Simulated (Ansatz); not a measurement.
# LiZnF3 in Imma, a phase reached by a soft mode: a soft mode frozen in

Which phase does LiZnF3 in Imma, a phase reached by a soft mode fall into along its unstable mode, and how much energy does it gain?

Calculated with Ansatz 0.2.0; DFT PBEsol, scalar-relativistic, plane waves, PAW; PAW set soft_1.

Most raw output is cut from this account.

The structure was built from a prototype and need not be the compound's stable phase.

**1. Starting point**

The structure is orthorhombic, space group Imma (No. 74). The conventional cell has a = 5.542 Å, b = 7.649 Å, c = 5.042 Å, α = 90.00°, β = 90.00°, γ = 90.00°. Nearest to Li lie 5 F at 1.89 to 2.11 Å. Nearest to Zn lie 6 F at 1.99 to 2.11 Å. Nearest to F lie 2 Zn at 1.99 Å and 2 Li at 2.11 Å. Nearest to F lie 1 Li at 1.89 Å and 2 Zn at 2.11 Å. Farther neighbours and most contacts between anions are not listed.

**2. Linear response at the zone centre**

This phase was reached earlier by freezing in an unstable mode of a structure of higher symmetry and relaxing. Its zone-centre modes can show that it is still unstable.

Contents of input.yaml:

```yaml
crystal:
  lattice:
    - [-2.7709608286, 3.8242968089, 2.5210024937]
    - [2.7709608286, -3.8242968089, 2.5210024937]
    - [2.7709608286, 3.8242968089, -2.5210024937]
  atoms:
    - { symbol: Li, position: [0.8033345252, 0.0533345252, 0.75] }
    - { symbol: Li, position: [0.1966654748, 0.9466654748, 0.25] }
    - { symbol: Zn, position: [0.0, 0.5, 0.5] }
    - { symbol: Zn, position: [0.5, 0.5, 0.0] }
    - { symbol: F, position: [0.1628222805, 0.5, 0.1628222805] }
    - { symbol: F, position: [0.8371777195, 0.5, 0.8371777195] }
    - { symbol: F, position: [0.8371777195, 0.0, 0.3371777195] }
    - { symbol: F, position: [0.1628222805, 0.0, 0.6628222805] }
    - { symbol: F, position: [0.5714891963, 0.3214891963, 0.25] }
    - { symbol: F, position: [0.4285108037, 0.6785108037, 0.75] }
kpoints:
  mp_grid: { grid: [6, 6, 6] }
hamiltonian:
  xc: pbesol
  pseudopotentials: { kind: paw, azcp: { folder: soft_1 }, xc_functional: pbe }
scf:
  occupations: { method: fixed }
output:
  eigenvalues: true
phonons:
  method: dfpt
  dielectric: true
  rigid_motions: translations
```

On the command line:

```sh
$ ansatz run input.yaml --threads 4 --pin off --max-ram 16384MiB --backend cpu --events-out ev --progress --plain --runs-dir out
```

Wall time 3.6 min (4 threads of Intel Xeon Platinum 8375C at 2.90GHz (Ice Lake), shared host); peak memory 2.5 GiB; 14 min of CPU time.

This step gave:

```
gap on the k-mesh                                       : 3.923 eV
volume per atom                                         : 10.69 Å³
sum-rule residual before enforcement                    : 1.79e-4 eV/Å²
miss of the charge sum rule                             : 1.06e-4 e
point group                                             : mmm
highest optical mode at the zone centre (no LO-TO term) : 503.9 cm⁻¹
lowest optical zone-centre mode                         : -94.29 cm⁻¹
mean high-frequency dielectric constant                 : 2.395
largest Born charge (third of the trace)                : 2.249 e
top of the zone-centre spectrum with the field          : 581.8 cm⁻¹
```

Without the LO-TO term. Patterns of degenerate modes are one choice out of their space. The modes at Γ (shares of kinetic energy by element, %) (negative means imaginary):

```csv
mode,frequency (cm⁻¹),symmetry,Li %,Zn %,F %
1,-94.3,B1g,0,0,100
2,0.0,acoustic,5,51,44
3,0.0,acoustic,5,51,44
4,0.0,acoustic,5,51,44
5,108.7,B3u,54,4,42
6,116.5,B2u,1,68,31
7,127.5,B3u,6,0,94
8,169.0,Au,0,26,74
9,170.2,B1u,0,90,10
10,186.2,B3g,33,0,67
11,186.8,B2g,57,0,43
12,193.6,B3u,34,32,33
13,195.1,B1u,0,31,69
14,211.1,B3g,2,0,98
15,236.5,B2u,50,28,22
16,240.7,B2g,30,0,70
17,244.5,Ag,12,0,88
18,257.4,B1u,11,17,72
19,275.5,Au,0,74,26
20,296.6,B1g,0,0,100
21,297.4,B2u,17,23,60
22,299.3,B3g,65,0,35
23,330.8,B2u,27,30,43
24,340.8,B2g,13,0,87
25,344.8,Ag,1,0,99
26,387.5,B1u,83,0,16
27,406.8,Ag,88,0,12
28,443.7,B3u,0,13,87
29,473.5,B1u,0,12,88
30,503.9,B3g,0,0,100
```

Displacements in mode 1 (-94.3 cm⁻¹), the largest set to 1:
```
Li1  0.00  0.00  0.00
Li2  0.00  0.00  0.00
Zn3  0.00  0.00  0.00
Zn4  0.00  0.00  0.00
F5   1.00  0.00  0.96
F6  -1.00  0.00 -0.96
F7  -1.00  0.00  0.96
F8   1.00  0.00 -0.96
F9   0.00  0.00  0.00
F10  0.00  0.00  0.00
```

Displacements in mode 30 (503.9 cm⁻¹), the largest set to 1:
```
Li1  0.00 -0.11  0.00
Li2  0.00  0.11  0.00
Zn3  0.00  0.00  0.00
Zn4  0.00  0.00  0.00
F5  -1.00  0.00  0.83
F6   1.00  0.00 -0.83
F7  -1.00  0.00 -0.83
F8   1.00  0.00  0.83
F9   0.00 -0.67  0.00
F10  0.00  0.67  0.00
```

Before it was imposed, the acoustic sum rule was missed by 1.8e-4 eV/Å² and the charge sum rule by 1.1e-4 e. Small misses are needed for a sound result but don't prove that mesh and cutoff are converged. The lowest optical mode is imaginary, 94.3i cm⁻¹, so the energy falls along it.

**3. The mode frozen in, largest atomic shift 0 Å**

The mode followed lies at Γ with frequency 94.3i cm⁻¹, the softest among the wavevectors solved. At small amplitude the distorted cell has space group no. 15 by a symmetry search on the positions. The undistorted cell that holds it gives the zero of energy on the same k mesh.

input.yaml, as its differences from that of step 2:

```diff
@@ -22,8 +22,6 @@
 scf:
-  occupations: { method: fixed }
+  occupations: { method: gaussian, width: 0.02 }
 output:
+  forces: true
+  stress: true
   eigenvalues: true
-phonons:
-  method: dfpt
-  dielectric: true
-  rigid_motions: translations
```

Elapsed: 3.9 s, on 4 threads; peak memory 0.58 GiB; 14 s of CPU time.

Numbers from this step:

- pressure: -0.001297 GPa
- energy from the undistorted cell: 0 meV/atom

At this level the gap is 3.92 eV on the k-mesh of the self-consistent run, which can miss the band edges.

**4. The mode frozen in, largest atomic shift 0.32 Å**

The atoms are moved along the unstable eigenvector, the largest shift by 0.32 Å, with the cell fixed.

input.yaml, the sections that differ from step 3:

```yaml
crystal:
  lattice:
    - [-2.7709608286, 3.8242968089, 2.5210024937]
    - [2.7709608286, -3.8242968089, 2.5210024937]
    - [2.7709608286, 3.8242968089, -2.5210024937]
  atoms:
    - { symbol: Li, position: [0.8033345252, 0.0533345252, 0.75] }
    - { symbol: Li, position: [0.1966654748, 0.9466654748, 0.25] }
    - { symbol: Zn, position: [0.0, 0.5, 0.5] }
    - { symbol: Zn, position: [0.5, 0.5, 0.0] }
    - { symbol: F, position: [0.2066788458, 0.5855945646, 0.2045602798] }
    - { symbol: F, position: [0.7933211542, 0.4144054354, 0.7954397202] }
    - { symbol: F, position: [0.8810342848, 0.002118566, 0.2954397202] }
    - { symbol: F, position: [0.1189657152, -0.002118566, 0.7045602798] }
    - { symbol: F, position: [0.5714891963, 0.3214891963, 0.25] }
    - { symbol: F, position: [0.4285108037, 0.6785108037, 0.75] }
# kpoints, hamiltonian, scf, output: as in step 3
```

It took 4.8 s on 4 threads; peak memory 0.64 GiB.

This step gave:

| Property | Result |
| --- | --- |
| pressure | -0.8160 GPa |
| gap on the k-mesh | 4.082 eV |
| energy from the undistorted cell | -4.632 meV/atom |

The energy, extrapolated to zero smearing, is -4.63 meV/atom against the undistorted cell.

The run ends at a pressure of -0.82 GPa, with forces up to 0.33 eV/Å.

**5. Energy along the mode, all amplitudes (two of the runs are shown above)**

An imaginary frequency means negative curvature, so the energy should fall and then rise again as anharmonic terms take over.

This step gave:

| Quantity | Value |
| --- | --- |
| depth at the lowest point sampled | 4.632 meV/atom |
| largest atomic shift at that point | 0.32 Å |

The energy from the parent by largest atomic shift:

```csv
largest atomic shift (Å),energy from the parent (meV/atom)
0.000,0
0.040,-0.197
0.080,-0.762
0.140,-2.13
0.220,-4.17
0.320,-4.63
0.450,5.29
```

Displacement at unit largest shift by atom:

```csv
atom,x (Å),y (Å),z (Å),size
Li1,0.00,0.00,0.00,0.00
Li2,0.00,0.00,0.00,0.00
Zn3,0.00,0.00,0.00,0.00
Zn4,0.00,0.00,0.00,0.00
F5,0.72,0.00,0.69,1.00
F6,-0.72,0.00,-0.69,1.00
F7,-0.72,0.00,0.69,1.00
F8,0.72,0.00,-0.69,1.00
F9,0.00,0.00,0.00,0.00
F10,0.00,0.00,0.00,0.00
```

The lowest of the steps tried is at 0.32 Å, 4.63 meV/atom below the parent; the bottom of the well need not coincide with a step.

**6. Relaxing from the distorted cell**

Starting from the lowest point found, all atoms and the cell are let go, so that strain and other modes of the same symmetry can join in.

input.yaml, as its differences from that of step 4:

```diff
@@ -22,3 +22,3 @@
 scf:
-  occupations: { method: gaussian, width: 0.02 }
+  occupations: { method: fixed }
 output:
@@ -27 +27,6 @@
   eigenvalues: true
+relax:
+  adjacent_minimum: "off"
+  f_tol: 0.002
+  max_steps: 120
+  cell: { stress_tol: 0.03 }
```

Run time: 50 s. Hardware: 4 threads; peak memory 0.68 GiB.

The steps of the relaxation:

```csv
step,energy less that of the first step (eV),largest force component (eV/Å),pressure (GPa),volume (Å³)
1,0.0000,0.3267,-0.82,106.86
2,-0.0480,0.2529,-0.38,106.87
3,-0.1347,0.1370,0.41,107.03
4,-0.1769,0.1166,-0.07,107.56
5,-0.1871,0.0054,-0.14,107.27
6,-0.1880,0.0072,0.12,107.01
7,-0.1876,0.0137,-0.03,107.15
8,-0.1877,0.0005,0.00,107.14
9*,-0.1962,0.0007,0.13,107.14
10,-0.1964,0.0006,0.02,107.33
11,-0.1963,0.0001,0.00,107.36
12*,-0.1972,0.0001,0.00,107.36
```

Relaxation steps marked * repeat the geometry before them on a plane-wave basis chosen anew for their cell, so energy and pressure can jump there.

The run keeps the 4 symmetry operations that it works with, so distortions that break them were not tested.

```csv
cell as run,before,after,change
a (Å),5.353,5.184,-3.2 %
b (Å),5.353,5.184,-3.2 %
c (Å),5.353,5.499,+2.7 %
α (°),117.66,118.10,+0.4 %
β (°),88.82,90.00,+1.3 %
γ (°),123.81,120.03,-3.1 %
volume (Å³/atom),10.69,10.74,+0.5 %
```

The atoms that moved most (Å, as changes of fractional coordinates times the final cell):

```csv
atom,dx,dy,dz,length
Li2,0.000,0.000,0.276,0.276
Li1,0.000,0.000,-0.276,0.276
F7,-0.171,-0.120,0.147,0.256
F6,-0.171,-0.120,-0.147,0.256
F5,0.171,0.120,0.147,0.256
F8,0.171,0.120,-0.147,0.256
F10,0.000,0.000,-0.177,0.177
F9,0.000,0.000,0.177,0.177
```

Numbers from this step:

* pressure: 0.002755 GPa
* gap on the k-mesh: 4.159 eV
* volume per atom: 10.74 Å³

The distorted start has space group C2/c; the relaxation ends in R-3c.

**7. The new phase in its own primitive cell**

The relaxed structure is symmetrised, reduced to its primitive cell and relaxed tightly, as its phonons need.

input.yaml, the sections that differ from step 6:

```yaml
crystal:
  lattice:
    - [2.591369422, 1.4961278334, 4.6143824193]
    - [-2.591369422, 1.4961278334, 4.6143824193]
    - [0.0, -2.9922556667, 4.6143824193]
  atoms:
    - { symbol: Li, position: [0.75, 0.75, 0.75] }
    - { symbol: Li, position: [0.25, 0.25, 0.25] }
    - { symbol: Zn, position: [0.5, 0.5, 0.5] }
    - { symbol: Zn, position: [0.0, 0.0, 0.0] }
    - { symbol: F, position: [0.25, 0.8942456559, 0.6057543441] }
    - { symbol: F, position: [0.75, 0.1057543441, 0.3942456559] }
    - { symbol: F, position: [0.6057543441, 0.25, 0.8942456559] }
    - { symbol: F, position: [0.3942456559, 0.75, 0.1057543441] }
    - { symbol: F, position: [0.8942456559, 0.6057543441, 0.25] }
    - { symbol: F, position: [0.1057543441, 0.3942456559, 0.75] }
relax:
  adjacent_minimum: "off"
  f_tol: 0.001
  max_steps: 60
  cell: { stress_tol: 0.01 }
# kpoints, hamiltonian, scf, output: as in step 6
```

Wall time 10 s (4 threads); peak memory 0.6 GiB; 37 s of CPU time.

Little changed from the start: no atom moved by 0.005 Å and no cell edge by 0.1 %.

This step gave:

```
pressure           : -4.37e-4 GPa
direct gap on mesh : 4.159 eV
```

The largest force component left is 0.28 meV/Å and the pressure is 0.000 GPa, within the tolerances set. The cell now holds 10.74 Å³/atom.

**8. Modes of the new phase**

A relaxed structure may still be a saddle point, so its zone-centre modes are computed. The response to a homogeneous field gives the Born charges and the dielectric tensor.

Contents of input.yaml:

```yaml
crystal:
  lattice:
    - [2.5913554486, 1.4961197658, 4.6156195409]
    - [-2.5913554486, 1.4961197658, 4.6156195409]
    - [0.0, -2.9922395316, 4.6156195409]
  atoms:
    - { symbol: Li, position: [0.75, 0.75, 0.75] }
    - { symbol: Li, position: [0.25, 0.25, 0.25] }
    - { symbol: Zn, position: [0.5, 0.5, 0.5] }
    - { symbol: Zn, position: [0.0, 0.0, 0.0] }
    - { symbol: F, position: [0.25, 0.8942970337, 0.6057029663] }
    - { symbol: F, position: [0.75, 0.1057029663, 0.3942970337] }
    - { symbol: F, position: [0.6057029663, 0.25, 0.8942970337] }
    - { symbol: F, position: [0.3942970337, 0.75, 0.1057029663] }
    - { symbol: F, position: [0.8942970337, 0.6057029663, 0.25] }
    - { symbol: F, position: [0.1057029663, 0.3942970337, 0.75] }
kpoints:
  mp_grid: { grid: [6, 6, 6] }
hamiltonian:
  xc: pbesol
  pseudopotentials: { kind: paw, azcp: { folder: soft_1 }, xc_functional: pbe }
scf:
  occupations: { method: fixed }
output:
  eigenvalues: true
phonons:
  method: dfpt
  dielectric: true
  rigid_motions: translations
```

Run time: 2.4 min. Hardware: 4 threads; peak memory 2.4 GiB; 8.9 min of CPU time.

This step gave:

- sum-rule residual before enforcement: 1.90e-4 eV/Å²
- miss of the charge sum rule: 1.70e-4 e
- point group: -3m
- highest optical mode at the zone centre (no LO-TO term): 504.8 cm⁻¹
- lowest optical zone-centre mode: -153.5 cm⁻¹
- mean high-frequency dielectric constant: 2.377
- largest Born charge (third of the trace): 2.258 e
- top of the zone-centre spectrum with the field: 613.1 cm⁻¹

Without the LO-TO term. Patterns of degenerate modes are one choice out of their space. The modes at Γ (shares of kinetic energy by element, %) (negative means imaginary):

```csv
mode,frequency (cm⁻¹),symmetry,Li %,Zn %,F %
1,-153.5,A2u,72,1,27
2,-112.0,A2g,81,0,19
3,0.0,acoustic,5,51,44
4,0.0,acoustic,5,51,44
5,0.0,acoustic,5,51,44
6,100.0,Eu,2,4,94
7,100.0,Eu,2,4,94
8,124.8,Eg,4,0,96
9,124.8,Eg,4,0,96
10,179.8,Eu,3,77,19
11,179.8,Eu,3,77,19
12,182.1,A2u,22,37,40
13,215.3,A1u,0,91,9
14,262.9,Eg,2,0,98
15,262.9,Eg,2,0,98
16,266.5,Eu,5,61,34
17,266.5,Eu,5,61,34
18,277.0,A2g,18,0,82
19,284.0,Eg,8,0,92
20,284.0,Eg,8,0,92
21,306.5,A1g,0,0,100
22,332.2,A1u,0,9,91
23,376.2,A2u,0,11,89
24,402.3,Eu,5,8,88
25,402.3,Eu,5,8,88
26,477.6,A2g,0,0,100
27,496.2,Eu,79,0,20
28,496.2,Eu,79,0,20
29,504.8,Eg,85,0,15
30,504.8,Eg,85,0,15
```

Displacements in mode 1 (-153.5 cm⁻¹), the largest set to 1:
```
Li1  0.00  0.00  1.00
Li2  0.00  0.00  1.00
Zn3  0.00  0.00  0.05
Zn4  0.00  0.00  0.05
F5  -0.10 -0.06 -0.18
F6  -0.10 -0.06 -0.18
F7   0.10 -0.06 -0.18
F8   0.10 -0.06 -0.18
F9   0.00  0.12 -0.18
F10  0.00  0.12 -0.18
```

Displacements in mode 15 (262.9 cm⁻¹), the largest set to 1:
```
Li1 -0.44  0.01  0.00
Li2  0.44 -0.01  0.00
Zn3  0.00  0.00  0.00
Zn4  0.00  0.00  0.00
F5   0.87  0.25 -0.98
F6  -0.87 -0.25  0.98
F7   0.88 -0.27  1.00
F8  -0.88  0.27 -1.00
F9   0.42 -0.02 -0.02
F10 -0.42  0.02  0.02
```

Optical modes at the zone centre, without and with the macroscopic field of the longitudinal modes; each column is sorted by frequency, so a row need not hold one and the same mode. Modes with and without the field, by row:

```csv
rank among optical modes,no field (cm⁻¹),"q along (1, 0, 0) (cm⁻¹)","q along (0, 0, 1) (cm⁻¹)"
1,-153.5,-153.5,-112
2,-112,-112,100
3,100,100,100
4,100,121.7,124.8
5,124.8,124.8,124.8
6,124.8,124.8,145.9
7,179.8,179.8,179.8
8,179.8,182.1,179.8
9,182.1,188.8,215.3
10,215.3,215.3,228.5
11,262.9,262.9,262.9
12,262.9,262.9,262.9
13,266.5,266.5,266.5
14,266.5,277,266.5
15,277,284,277
16,284,284,284
17,284,289.6,284
18,306.5,306.5,306.5
19,332.2,332.2,332.2
20,376.2,376.2,402.3
21,402.3,402.3,402.3
22,402.3,436.9,477.6
23,477.6,477.6,495.8
24,496.2,496.2,496.2
25,496.2,504.8,496.2
26,504.8,504.8,504.8
27,504.8,613.1,504.8
```

Born charge (rows field, columns displacement) (e), principal values of the symmetric part by kind of site:

```csv
atom,atoms with these values,low,middle,high,mean
Li1,2,1.02,1.11,1.11,1.08
Zn3,2,2.25,2.25,2.27,2.26
F5,6,-1.54,-0.99,-0.81,-1.11
```

In full for F5:

```
-1.18 -0.11  0.30
-0.11 -1.05  0.17
 0.32  0.18 -1.10
```

High-frequency dielectric tensor:

```
2.37 0.00 0.00
0.00 2.37 0.00
0.00 0.00 2.39
```

Transverse modes; imaginary modes are left out. Infrared lines, with heights relative to the strongest:

```csv
position (cm⁻¹),label,relative intensity
100,Eu,16
125,Eg,0.0
180,Eu,9.0
182,A2u,5.2
215,A1u,0.0
263,Eg,0.0
266,Eu,33
277,A2g,0.0
284,Eg,0.0
306,A1g,0.0
332,A1u,0.0
376,A2u,42
402,Eu,79
478,A2g,0.0
496,Eu,100
505,Eg,0.0
```

Before it was imposed, the acoustic sum rule was missed by 1.9e-4 eV/Å² and the charge sum rule by 1.7e-4 e. Small misses are needed for a sound result but don't prove that mesh and cutoff are converged. The lowest optical mode is imaginary, 153.5i cm⁻¹, so the energy falls along it.

**9. The phases reached**

The phases reached along the modes that were followed are set side by side.

Energies are those of the first relaxation, on the mesh of the frozen mode; space group, volume and gap are those of the last relaxation. Phases, by row:

```csv
mode frozen in,space group,energy from parent (meV/atom),volume (Å³/atom),gap on mesh (eV),lowest zone-centre optical mode (cm⁻¹),largest shift (Å)
parent,Imma,0,10.69,3.923,–,–
"q = (0, 0, 0), 94i cm⁻¹",R-3c,-24.35,10.74,4.159,-153.5,0.563
```

**10. Outcome**

| Property | Result |
| --- | --- |
| unstable mode of the parent | q = (0, 0, 0), 94i cm⁻¹ |
| depth at the lowest point sampled | 4.63 meV/atom |
| largest atomic shift at that point | 0.32 Å |
| space group reached (within 0.01 Å) | R-3c |
| energy gained over the parent (first relaxation, on the mesh of the frozen mode) | 24.3 meV/atom |
| volume per atom, phase reached | 10.7 Å³ |
| gap on the k-mesh, phase reached | 4.16 eV |
| lowest optical zone-centre mode, phase reached | -154 cm⁻¹ |
| highest optical mode at the zone centre (no LO-TO term), phase reached | 505 cm⁻¹ |

What this shows: Along this mode the structure falls into R-3c, 24.3 meV/atom below the parent. At the parent's cell the well is 4.632 meV/atom deep on the steps tried, with its lowest point at a shift of 0.32 Å. Relaxing atoms and cell changes the gain by +19.72 meV/atom against the lowest step (energies at zero smearing). Most of the total comes from this relaxation. The new phase still has an imaginary mode at the zone centre of its cell, so it is a saddle point on the way to a lower structure. Each path keeps the symmetry of its pattern, so a lower phase may lie along a pattern not tried. The PAW files were made for PBE and serve the other functionals too. The starting cell was built on a prototype and not taken from a measurement, so the phase need not exist.

[Logs are printed without paths, hosts, clocks, repeated set-up lines and the standing remarks that a program may print on its own settings, such as how far it seeks lower states.]

[Hosts, paths, dates, database ids (printed as entryN), source tags and the programs' standing remarks are cut or masked in the printed files.]
